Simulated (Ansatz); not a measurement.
# Mg3ZnBr2N2, from a guessed structure to a relaxed one

This structure for Mg3ZnBr2N2 is made up. Its elements were placed in a known structure type with a cell scaled to their sizes. What cell does the guess relax to, and how far off was it?

Calculated with Ansatz 0.2.0; DFT, PBE, plane-wave PAW, files of the set soft_1, scalar-relativistic, no spin, cell and ions relaxed at zero pressure; PAW set soft_1, in the first sound run; inputs show where later runs differ.

### 1. The structure

It takes space group Pm (No. 6, monoclinic). The conventional cell has a = 6.051 Å, b = 3.424 Å, c = 6.891 Å, α = 90.00°, β = 106.01°, γ = 90.00°. Nearest to Br lie 5 Mg at 2.84 to 3.00 Å and 1 Zn at 2.93 Å. Br has 4 Mg at 2.79 to 3.10 Å and 2 Zn at 2.93 Å nearest. Zn has 3 N at 2.43 to 2.45 Å and 3 Br at 2.93 Å nearest. Nearest to Mg lie 3 N at 2.34 to 2.37 Å and 3 Br at 2.79 to 2.89 Å. Nearest to Mg lie 3 N at 2.23 Å and 3 Br at 2.84 to 2.89 Å. Nearest to Mg lie 3 N at 2.21 to 2.29 Å and 3 Mg at 2.96 to 3.12 Å and 3 Br at 3.00 to 3.10 Å. Farther neighbours and most contacts between anions are not listed.

### 2. Relaxing cell and atoms

The guessed cell has no reason to be at equilibrium. It is relaxed with the atoms, within the space group of the guess.

File input.yaml:

```yaml
crystal:
  lattice:
    - [6.051, 0.0, 0.0]
    - [0.0, 3.424, 0.0]
    - [-1.900573106, 0.0, 6.623722735]
  atoms:
    - { symbol: Br, position: [0.5131, 0.5, 0.9956] }
    - { symbol: Br, position: [0.0006, 0.0, 0.9887] }
    - { symbol: Zn, position: [0.2739, 0.5, 0.3118] }
    - { symbol: Mg, position: [0.2287, 0.0, 0.688] }
    - { symbol: Mg, position: [0.7261, 0.5, 0.676] }
    - { symbol: Mg, position: [0.773, 0.0, 0.34] }
    - { symbol: "N", position: [0.9944, 0.5, 0.5092] }
    - { symbol: "N", position: [0.5165, 0.0, 0.515] }
kpoints:
  mp_grid: { grid: [5, 8, 4] }
scf:
  occupations: { method: fermi_dirac, width: 0.05 }
hamiltonian:
  xc: pbe
  pseudopotentials: { kind: paw, azcp: { folder: soft_1 } }
relax:
  f_tol: 0.015
  max_steps: 70
  cell: {}
output:
  forces: true
  stress: true
```

The run is started by

```console
ansatz run input.yaml --threads 4 --pin off --max-ram 10240MiB --backend cpu --events-out ev --progress --plain --runs-dir out
```

Numbers of over 12 decimals in the logs are rounded to 6 here.

What it wrote:

```text
Engine: ansatz 0.2.0, x86_64-unknown-linux-gnu
Pseudopotentials: kind: paw
Pseudopotential: Br, paw, valence charge 7, recommended cutoff 420 eV (normal), soft_1/Br.paw.azcp
Pseudopotential: Zn, paw, valence charge 12, recommended cutoff 420 eV (normal), soft_1/Zn.paw.azcp
Pseudopotential: Mg, paw, valence charge 10, recommended cutoff 420 eV (normal), soft_1/Mg.paw.azcp
Pseudopotential: N, paw, valence charge 5, recommended cutoff 420 eV (normal), soft_1/N.paw.azcp
Functional definition: PBE
  parameter kappa = 0.804
  parameter beta = 0.066725
  exchange = pbe_x(kappa = kappa, mu = beta*pi^2/3)
  correlation = pbe_c(beta = beta)
Crystal: 8 atoms, lattice volume = 137.234 Å³
Basis set: ecut = 420 eV, 2677 PW (Γ), exchange–correlation on 90×48×96 points (8 copies of the dense FFT grid, shifted against one another)
Bands: 41, of which v1, the nominal top of the filled ones, is band 33 counted from 1 (32 counted from 0)
Symmetry: 2 space group operations
Space group: Pm (ITA 6), of the structure as read, at distance tolerance 5.2e-5 Å
k-points: 55 of 160 (time reversal used)
Non-local potential: Br, projectors of the file, l = 0: 2, l = 1: 2, l = 2: 2
Non-local potential: Zn, projectors of the file, l = 0: 2, l = 1: 2, l = 2: 3, l = 3: 1
Non-local potential: Mg, projectors of the file, l = 0: 3, l = 1: 2, l = 2: 1
Non-local potential: N, projectors of the file, l = 0: 2, l = 1: 2, l = 2: 1
PAW form: soft (Blöchl's): semilocal exchange-correlation on the pseudo side does not see the compensation charge
PAW one-centre angular grid: Br, 110 points (default); XC on 64 Gauss nodes
PAW one-centre angular grid: Zn, 590 points (default); XC on 64 Gauss nodes
PAW one-centre angular grid: Mg, 110 points (default); XC on 64 Gauss nodes
PAW one-centre angular grid: N, 110 points (default); XC on 64 Gauss nodes
Initial density: superposition of atomic densities (chi_scale 0.1, normalization cell, long waves kept (reshape's long-wave potential 0.20 eV rms))
Initial wavefunctions: pseudopotential atomic-orbital guess
Functional: x = pbe(κ = 0.804, μ = 0.219515), c = pbe(β = 0.066725)
SCF iter   1: F=—  HF=-15434.922101 eV  |F-HF|=—  |Δ(HF+E_count)|=         —  Δρ=8.14e-2  dr2=2.27e1  ethr=3.10e-3  ⟨swp⟩=7.3  Hψ=10557  notcnv=0  defer=15
preconditioner: auto → Kerker (q_TF=auto, 2.415 Å⁻¹)  [metal: Δε(μ)=0.044 eV  Ē_g=10.670 eV  σ=0.050 eV  W_gap=0.21  n_scr=30 (ndim 8)  ℏωp=20.5 eV  f_vac=0.000  D(μ)=1.77/eV (n_scr^D=6)]
SCF iter   2: F=—  HF=-15431.599225 eV  |F-HF|=—  |Δ(HF+E_count)|=    3.32e0  Δρ=3.55e-2  dr2=5.93e0  ethr=3.10e-3  ⟨swp⟩=3.0  Hψ=4328  notcnv=0  defer=125
preconditioner: auto → Resta (q_TF=auto, 2.415 Å⁻¹)  ε∞=4.9  [insulator: Δε(μ)=0.299 eV  Ē_g=10.406 eV  σ=0.050 eV  W_gap=0.79  n_scr=30 (ndim 8)  ℏωp=20.5 eV  f_vac=0.000  D(μ)=0.23/eV (n_scr^D=0)  ε∞_Penn≈4.9]
SCF iter   3: F=—  HF=-15430.225852 eV  |F-HF|=—  |Δ(HF+E_count)|=    1.37e0  Δρ=1.81e-2  dr2=1.97e0  ethr=3.10e-3  ⟨swp⟩=3.8  Hψ=4004  notcnv=0  defer=154
SCF iter   4: F=—  HF=-15429.606755 eV  |F-HF|=—  |Δ(HF+E_count)|=   6.19e-1  Δρ=1.76e-2  dr2=2.83e-1  ethr=2.99e-3  ⟨swp⟩=3.2  Hψ=3918  notcnv=0  defer=170
SCF iter   5: F=—  HF=-15429.488111 eV  |F-HF|=—  |Δ(HF+E_count)|=   1.19e-1  Δρ=4.96e-3  dr2=5.07e-2  ethr=4.28e-4  ⟨swp⟩=2.9  Hψ=4005  notcnv=0  defer=161
SCF iter   6: F=—  HF=-15429.474230 eV  |F-HF|=—  |Δ(HF+E_count)|=   1.39e-2  Δρ=1.33e-3  dr2=3.72e-3  ethr=7.68e-5  ⟨swp⟩=2.2  Hψ=3932  notcnv=0  defer=155
SCF iter   7: F=—  HF=-15429.474112 eV  |F-HF|=—  |Δ(HF+E_count)|=   1.18e-4  Δρ=3.02e-4  dr2=1.88e-4  ethr=5.63e-6  ⟨swp⟩=2.1  Hψ=2931  notcnv=0  defer=155
SCF iter   8: F=—  HF=-15429.474145 eV  |F-HF|=—  |Δ(HF+E_count)|=   3.26e-5  Δρ=8.99e-5  dr2=1.16e-5  ethr=2.84e-7  ⟨swp⟩=2.2  Hψ=3749  notcnv=0  defer=155
SCF iter   9: F=—  HF=-15429.474134 eV  |F-HF|=—  |Δ(HF+E_count)|=   1.09e-5  Δρ=3.09e-5  dr2=1.38e-6  ethr=1.75e-8  ⟨swp⟩=2.5  Hψ=3729  notcnv=0  defer=155
SCF iter  10: F=-15429.474134 eV  HF=-15429.474134 eV  |F-HF|=1.76e-8  |Δ(HF+E_count)|=   1.15e-7  Δρ=7.63e-6  dr2=5.19e-8  ethr=1.52e-10  ⟨swp⟩=3.0  Hψ=9861  notcnv=0
SCF 1 converged in 10 iterations: F = -15429.474134 eV  dr2 = 5.19e-8
  greatest PAW one-centre occupation: 1.000 electrons in one spin orbital (limit 2), on the Mg atom at site 4 (counted from 0), in its partial waves of l = 0
relax step   1: F+E_penalty+E_count = -15429.47413401 eV  Δ(F+E_penalty+E_count) = +0.000e0 eV  max|allowed force component| = 2.451e0 eV/Å  Δτ_max = 0.0000 Å  P = -6.945 GPa  Ω = 137.234 Å³  (10 SCF iters, dr2 threshold 1.00e-7 eV, accepted)
Crystal: 8 atoms, lattice volume = 131.860 Å³
Basis set: ecut = 420 eV, 2575 PW (Γ), exchange–correlation on 90×48×96 points (8 copies of the dense FFT grid, shifted against one another)
Initial density: handed on by an earlier stage of this run
Initial wavefunctions: those handed on with the density
iter 1 solved again at ethr=4.72e-4 eV; its pass at ethr=3.10e-3 eV (dr2=3.12e-1 eV) is discarded
SCF iter   1: F=—  HF=-15430.510047 eV  |F-HF|=—  |Δ(HF+E_count)|=         —  Δρ=1.81e-2  dr2=3.15e-1  ethr=4.72e-4  ⟨swp⟩=1.8  Hψ=11490  notcnv=0
preconditioner: auto → Resta (q_TF=auto, 2.431 Å⁻¹)  ε∞=4.7  [insulator: Δε(μ)=1.130 eV  Ē_g=10.909 eV  σ=0.050 eV  W_gap=1.00  n_scr=30 (ndim 8)  ℏωp=21.0 eV  f_vac=0.001  D(μ)=0.00/eV (n_scr^D=0)  ε∞_Penn≈4.7]
SCF iter   2: F=—  HF=-15430.445781 eV  |F-HF|=—  |Δ(HF+E_count)|=   6.43e-2  Δρ=8.67e-3  dr2=7.13e-2  ethr=4.72e-4  ⟨swp⟩=3.1  Hψ=3463  notcnv=0
SCF iter   3: F=—  HF=-15430.433019 eV  |F-HF|=—  |Δ(HF+E_count)|=   1.28e-2  Δρ=2.90e-3  dr2=5.15e-3  ethr=1.08e-4  ⟨swp⟩=3.1  Hψ=3950  notcnv=0
SCF iter   4: F=—  HF=-15430.430389 eV  |F-HF|=—  |Δ(HF+E_count)|=   2.63e-3  Δρ=8.70e-4  dr2=7.76e-4  ethr=7.80e-6  ⟨swp⟩=2.0  Hψ=3701  notcnv=0  defer=24
SCF iter   5: F=—  HF=-15430.430345 eV  |F-HF|=—  |Δ(HF+E_count)|=   4.45e-5  Δρ=2.05e-4  dr2=5.82e-5  ethr=1.18e-6  ⟨swp⟩=2.1  Hψ=3261  notcnv=0  defer=24
SCF iter   6: F=—  HF=-15430.430348 eV  |F-HF|=—  |Δ(HF+E_count)|=   3.49e-6  Δρ=5.05e-5  dr2=3.87e-6  ethr=8.81e-8  ⟨swp⟩=2.0  Hψ=2996  notcnv=0  defer=24
SCF iter   7: F=-15430.430349 eV  HF=-15430.430349 eV  |F-HF|=1.34e-7  |Δ(HF+E_count)|=   5.76e-7  Δρ=1.21e-5  dr2=2.31e-7  ethr=1.21e-9  ⟨swp⟩=5.0  Hψ=8901  notcnv=0
SCF 2 converged in 7 iterations: F = -15430.430349 eV  dr2 = 2.31e-7
  greatest PAW one-centre occupation: 1.000 electrons in one spin orbital (limit 2), on the Mg atom at site 5 (counted from 0), in its partial waves of l = 0
[...]
relax step  28: F+E_penalty+E_count = -15430.99117407 eV  Δ(F+E_penalty+E_count) = -2.828e-5 eV  max|allowed force component| = 2.367e-2 eV/Å  Δτ_max = 0.0067 Å  P = +0.027 GPa  Ω = 159.807 Å³  energy of the carried Pulay correction = -1.290e-2 eV  (7 SCF iters, dr2 threshold 3.02e-8 eV, accepted)
relax step  29: F+E_penalty+E_count = -15430.99125740 eV  Δ(F+E_penalty+E_count) = -8.333e-5 eV  max|allowed force component| = 1.832e-3 eV/Å  Δτ_max = 0.0027 Å  P = +0.002 GPa  Ω = 159.823 Å³  energy of the carried Pulay correction = -1.292e-2 eV  (6 SCF iters, dr2 threshold 3.50e-8 eV, accepted)
relax step  30: F+E_penalty+E_count = -15431.01503155 eV  Δ(F+E_penalty+E_count) = -2.377e-2 eV  max|allowed force component| = 2.572e-3 eV/Å  Δτ_max = 0.0000 Å  P = +0.085 GPa  Ω = 159.823 Å³  stress off target by 3.21e-1 GPa  SCF on the basis re-selected at this cell (its energy is not comparable with the rows above)  (10 SCF iters)
relax step  31: F+E_penalty+E_count = -15431.01830491 eV  Δ(F+E_penalty+E_count) = -3.273e-3 eV  max|allowed force component| = 1.200e-2 eV/Å  Δτ_max = 0.0353 Å  P = +0.073 GPa  Ω = 162.238 Å³  energy of the carried Pulay correction = -1.411e-3 eV  (8 SCF iters, dr2 threshold 2.58e-7 eV, accepted)
relax step  32: F+E_penalty+E_count = -15431.01868144 eV  Δ(F+E_penalty+E_count) = -3.765e-4 eV  max|allowed force component| = 2.135e-2 eV/Å  Δτ_max = 0.0720 Å  P = +0.067 GPa  Ω = 167.425 Å³  energy of the carried Pulay correction = -5.043e-3 eV  (9 SCF iters, dr2 threshold 9.00e-8 eV, accepted)
relax step  33: F+E_penalty+E_count = -15431.01840678 eV  Δ(F+E_penalty+E_count) = +2.747e-4 eV  max|allowed force component| = 9.117e-3 eV/Å  Δτ_max = 0.0058 Å  P = +0.012 GPa  Ω = 167.980 Å³  energy of the carried Pulay correction = -5.487e-3 eV  (7 SCF iters, dr2 threshold 5.51e-8 eV, accepted)
relax step  34: F+E_penalty+E_count = -15431.02524094 eV  Δ(F+E_penalty+E_count) = -6.834e-3 eV  max|allowed force component| = 8.844e-3 eV/Å  Δτ_max = 0.0000 Å  P = +0.020 GPa  Ω = 167.980 Å³  stress off target by 7.83e-2 GPa  SCF on the basis re-selected at this cell (its energy is not comparable with the rows above)  (10 SCF iters)
relax step  35: F+E_penalty+E_count = -15431.02476635 eV  Δ(F+E_penalty+E_count) = +4.746e-4 eV  max|allowed force component| = 5.193e-3 eV/Å  Δτ_max = 0.0268 Å  P = +0.023 GPa  Ω = 170.002 Å³  energy of the carried Pulay correction = -1.110e-3 eV  (9 SCF iters, dr2 threshold 1.53e-8 eV, accepted)
relax step  36: F+E_penalty+E_count = -15431.02425979 eV  Δ(F+E_penalty+E_count) = +5.066e-4 eV  max|allowed force component| = 2.832e-3 eV/Å  Δτ_max = 0.0127 Å  P = +0.004 GPa  Ω = 171.026 Å³  energy of the carried Pulay correction = -1.713e-3 eV  (11 SCF iters, accepted)
iter 1 solved again at ethr=1.16e-6 eV; its pass at ethr=3.10e-3 eV (dr2=7.65e-4 eV) is discarded
SCF iter   1: F=—  HF=-15431.021072 eV  |F-HF|=—  |Δ(HF+E_count)|=         —  Δρ=2.30e-4  dr2=3.48e-6  ethr=1.16e-6  ⟨swp⟩=3.8  Hψ=16313  notcnv=0
preconditioner: auto → Resta (q_TF=auto, 2.328 Å⁻¹)  ε∞=3.9  [insulator: Δε(μ)=1.672 eV  Ē_g=10.804 eV  σ=0.050 eV  W_gap=1.00  n_scr=44 (ndim 8)  ℏωp=18.4 eV  f_vac=0.226  D(μ)=0.00/eV (n_scr^D=0)  ε∞_Penn≈3.9]
SCF iter   2: F=—  HF=-15431.024497 eV  |F-HF|=—  |Δ(HF+E_count)|=   3.43e-3  Δρ=1.21e-4  dr2=1.91e-6  ethr=5.27e-9  ⟨swp⟩=3.0  Hψ=4636  notcnv=0
SCF iter   3: F=—  HF=-15431.025899 eV  |F-HF|=—  |Δ(HF+E_count)|=   1.40e-3  Δρ=3.80e-5  dr2=1.68e-7  ethr=2.89e-9  ⟨swp⟩=2.9  Hψ=3617  notcnv=0
SCF iter   4: F=—  HF=-15431.026080 eV  |F-HF|=—  |Δ(HF+E_count)|=   1.82e-4  Δρ=3.84e-6  dr2=1.79e-8  ethr=2.54e-10  ⟨swp⟩=2.4  Hψ=3459  notcnv=0
SCF iter   5: F=—  HF=-15431.026081 eV  |F-HF|=—  |Δ(HF+E_count)|=   2.03e-7  Δρ=2.51e-6  dr2=7.20e-9  ethr=2.72e-11  ⟨swp⟩=2.0  Hψ=3300  notcnv=0
SCF iter   6: F=—  HF=-15431.026081 eV  |F-HF|=—  |Δ(HF+E_count)|=   8.56e-8  Δρ=1.14e-6  dr2=2.02e-9  ethr=1.09e-11  ⟨swp⟩=2.0  Hψ=3174  notcnv=0
SCF iter   7: F=—  HF=-15431.026081 eV  |F-HF|=—  |Δ(HF+E_count)|=   8.17e-9  Δρ=4.48e-7  dr2=5.05e-10  ethr=3.07e-12  ⟨swp⟩=2.0  Hψ=3162  notcnv=0
SCF iter   8: F=—  HF=-15431.026081 eV  |F-HF|=—  |Δ(HF+E_count)|=   1.77e-9  Δρ=2.15e-7  dr2=1.23e-10  ethr=1.00e-12  ⟨swp⟩=2.0  Hψ=3156  notcnv=0
SCF iter   9: F=-15431.026081 eV  HF=-15431.026081 eV  |F-HF|=5.09e-11  |Δ(HF+E_count)|=  4.04e-10  Δρ=1.43e-7  dr2=5.23e-11  ethr=1.00e-12  ⟨swp⟩=5.0  Hψ=8301  notcnv=0
SCF 37 converged in 9 iterations: F = -15431.026081 eV  dr2 = 5.23e-11
relax step  37: F+E_penalty+E_count = -15431.02608069 eV  Δ(F+E_penalty+E_count) = -1.821e-3 eV  max|allowed force component| = 3.084e-3 eV/Å  Δτ_max = 0.0000 Å  P = +0.003 GPa  Ω = 171.026 Å³  stress off target by 1.82e-2 GPa  SCF on the basis re-selected at this cell (its energy is not comparable with the rows above)  (9 SCF iters)
basis re-selected at this cell: Δ(F+E_penalty+E_count) = -1.821e-3 eV, ΔP = -0.001 GPa vs the last step (what re-selecting the basis moved, of the pressure what is left beyond the Pulay correction that the steps carried, after the strain that the cell walked since its last selection, with what the two solves' SCF thresholds leave and, on support functions, any second-order correction that the steps lacked; it is no m [...]
SCF converged after 9 iterations
Free energy (F): -15431.026081 eV
Harris-Foulkes:  -15431.026081 eV  (|F-HF|=5.09e-11)
Internal energy: -15431.026081 eV  (E = F + TS)
E sigma→0 (E₀):  -15431.026081 eV
Fermi energy:    4.703431 eV
--- Per-component energies (eV) ---
  E_band       = -1158.896194
  E_kinetic    = 878.832779
  E_local      = -12936.948175  (includes V_loc(G=0)·N_el)
  E_nonlocal   = 1578.953094
  E_hartree    = 5222.754427
  E_xc         = -672.850893
  E_vxc        = -524.848453  (∫ρ·V_xc dr)
  E_paw        = -7683.499925  (= ΣΔE_a)
  E_vpaw       = -600.395114  (= ΣTr[D̂ρ^β])
  E_aug_tail   = 0.000994  (compensation charges beyond the density's cutoff)
  E_ewald      = -1818.268382
  E_smearing   = -0.000000  (= −TS)
  E_closure    = 0.000000  (closes the sum)
  Σ components = -15431.026081   (vs F -15431.026081, Δ=0.00e0)
--- Forces (eV/Å), atoms counted from 1 ---
  atom   1  Br     0.00098254     0.00000000    -0.00012316
  atom   2  Br    -0.00042909     0.00000000     0.00085105
  atom   3  Zn     0.00308393     0.00000000     0.00029544
  atom   4  Mg    -0.00212620     0.00000000     0.00054852
  atom   5  Mg     0.00033663     0.00000000     0.00017050
  atom   6  Mg    -0.00042731     0.00000000    -0.00148114
  atom   7  N     -0.00121817     0.00000000     0.00188735
  atom   8  N     -0.00020209     0.00000000    -0.00214379
  max |Σ_I F_I| component: 4.78e-6 eV/Å
--- Stress (GPa, compression-positive) ---
       -0.003056       0.000000       0.003964
        0.000000      -0.005327       0.000000
        0.003963       0.000000       0.017474
  P = ⅓ Tr σ = 0.0030 GPa (0.030 kbar)
--- Relaxed structure (33 steps of the walk, 31 accepted, 4 SCFs on fresh bases) ---
  F+E_penalty+E_count = -15431.02608069 eV   max|allowed force component| = 3.084e-3 eV/Å   (the final SCF, on the basis selected at the relaxed cell)
  cell:  # Å, volume = 171.0259 Å³
    - [5.525131, 6.594500277986002e-17, 0.265346]
    - [3.731543373297649e-17, 3.385459, -1.666975108756917e-17]
    - [-1.444941, -5.2960431967623596e-17, 9.073880]
  atoms:
    - { symbol: Br, position: [0.537949, 0.5, 1.177942] }
    - { symbol: Br, position: [-0.043527, -1.036020205821487e-18, 0.831399] }
    - { symbol: Zn, position: [0.336402, 0.5, 0.409385] }
    - { symbol: Mg, position: [0.172284, 5.451935779747438e-18, 0.596853] }
    - { symbol: Mg, position: [0.719676, 0.5, 0.625284] }
    - { symbol: Mg, position: [0.787101, -5.336347361424614e-19, 0.376234] }
    - { symbol: N, position: [1.001125, 0.5, 0.479283] }
    - { symbol: N, position: [0.515290, 1.0336036919086763e-18, 0.527919] }
```

Wall time 1.8 min (4 threads of AMD EPYC 9B45 (Zen 5), shared host); peak memory 0.69 GiB; 6.3 min of CPU time.

The steps of the relaxation (22 of 37):

| step | energy less that of the first step (eV) | largest force component (eV/Å) | pressure (GPa) | volume (Å³) |
| --- | --- | --- | --- | --- |
| 1 | 0.0000 | 2.4505 | -6.94 | 137.23 |
| 3 | -1.1148 | 0.6029 | 4.03 | 119.92 |
| 4 | -1.2253 | 0.3016 | 0.06 | 123.86 |
| 6 | -1.2497 | 0.1978 | 0.00 | 124.96 |
| 8 | -1.2623 | 0.0397 | -0.08 | 125.48 |
| 10 | -1.2648 | 0.0383 | 0.08 | 125.53 |
| 11 | -1.2762 | 0.1468 | 0.51 | 126.45 |
| 13 | -1.3004 | 0.0740 | 0.10 | 128.74 |
| 15 | -1.3348 | 0.1810 | 0.64 | 133.07 |
| 16 | -1.3841 | 0.1191 | 0.16 | 138.18 |
| 18 | -1.4065 | 0.2334 | 0.34 | 146.90 |
| 20 | -1.4176 | 0.0401 | -0.01 | 145.36 |
| 22 | -1.4178 | 0.0069 | 0.00 | 145.44 |
| 23* | -1.4683 | 0.0089 | 0.43 | 145.44 |
| 25 | -1.5160 | 0.0788 | 0.15 | 156.18 |
| 27 | -1.5170 | 0.0171 | -0.05 | 159.82 |
| 28 | -1.5170 | 0.0237 | 0.03 | 159.81 |
| 30* | -1.5409 | 0.0026 | 0.09 | 159.82 |
| 32 | -1.5445 | 0.0213 | 0.07 | 167.42 |
| 34* | -1.5511 | 0.0088 | 0.02 | 167.98 |
| 35 | -1.5506 | 0.0052 | 0.02 | 170.00 |
| 37* | -1.5519 | 0.0031 | 0.00 | 171.03 |

Relaxation steps marked * repeat the geometry before them on a plane-wave basis chosen anew for their cell, so energy and pressure can jump there. Other such steps can lie between the rows shown. Relaxation steps 12, 18 were tried and not accepted.

The run keeps the 2 symmetry operations that it works with, so distortions that break them were not tested.

| cell as run | before | after | change |
| --- | --- | --- | --- |
| a (Å) | 6.051 | 5.531 | -8.6 % |
| b (Å) | 3.424 | 3.385 | -1.1 % |
| c (Å) | 6.891 | 9.188 | +33.3 % |
| β (°) | 106.01 | 96.30 | -9.2 % |
| volume (Å³/atom) | 17.15 | 21.38 | +24.6 % |

The atoms that moved most (Å, as changes of fractional coordinates times the final cell):

| atom | dx | dy | dz | length |
| --- | --- | --- | --- | --- |
| Br1 | -0.126 | 0.000 | 1.661 | 1.666 |
| Br2 | -0.017 | 0.000 | -1.439 | 1.439 |
| Zn3 | 0.204 | 0.000 | 0.902 | 0.925 |
| Mg4 | -0.180 | 0.000 | -0.842 | 0.861 |
| Mg5 | 0.038 | 0.000 | -0.462 | 0.463 |
| Mg6 | 0.026 | 0.000 | 0.333 | 0.334 |
| N7 | 0.080 | 0.000 | -0.270 | 0.281 |
| N8 | -0.025 | 0.000 | 0.117 | 0.120 |

Numbers from this step:

| Property | Result |
| --- | --- |
| free energy | -15431.0261 eV |
| Fermi energy | 4.703 eV |
| gap by band count | 1.675 eV |
| electrons | 66 |
| symmetry operations | 2 |
| pressure | 0.003031 GPa |

Shortest distances by pair of elements, guess and relaxed (not always the same contact):

| pair | guess (Å) | relaxed (Å) |
| --- | --- | --- |
| N–Zn | 2.432 | 2.028 |
| Mg–N | 2.213 | 2.065 |
| Br–Zn | 2.930 | 2.507 |
| Br–Mg | 2.789 | 2.576 |
| Mg–Zn | 3.162 | 2.646 |

The relaxation ends with a largest force component of 0.0031 eV/Å and a pressure of 0.00 GPa.

(Part 1 of 2 ends here.)

[Logs are printed without paths, hosts, clocks, repeated set-up lines and the standing remarks that a program may print on its own settings, such as how far it seeks lower states.]

[Hosts, paths, dates, database ids (printed as entryN), source tags and the programs' standing remarks are cut or masked in the printed files.]
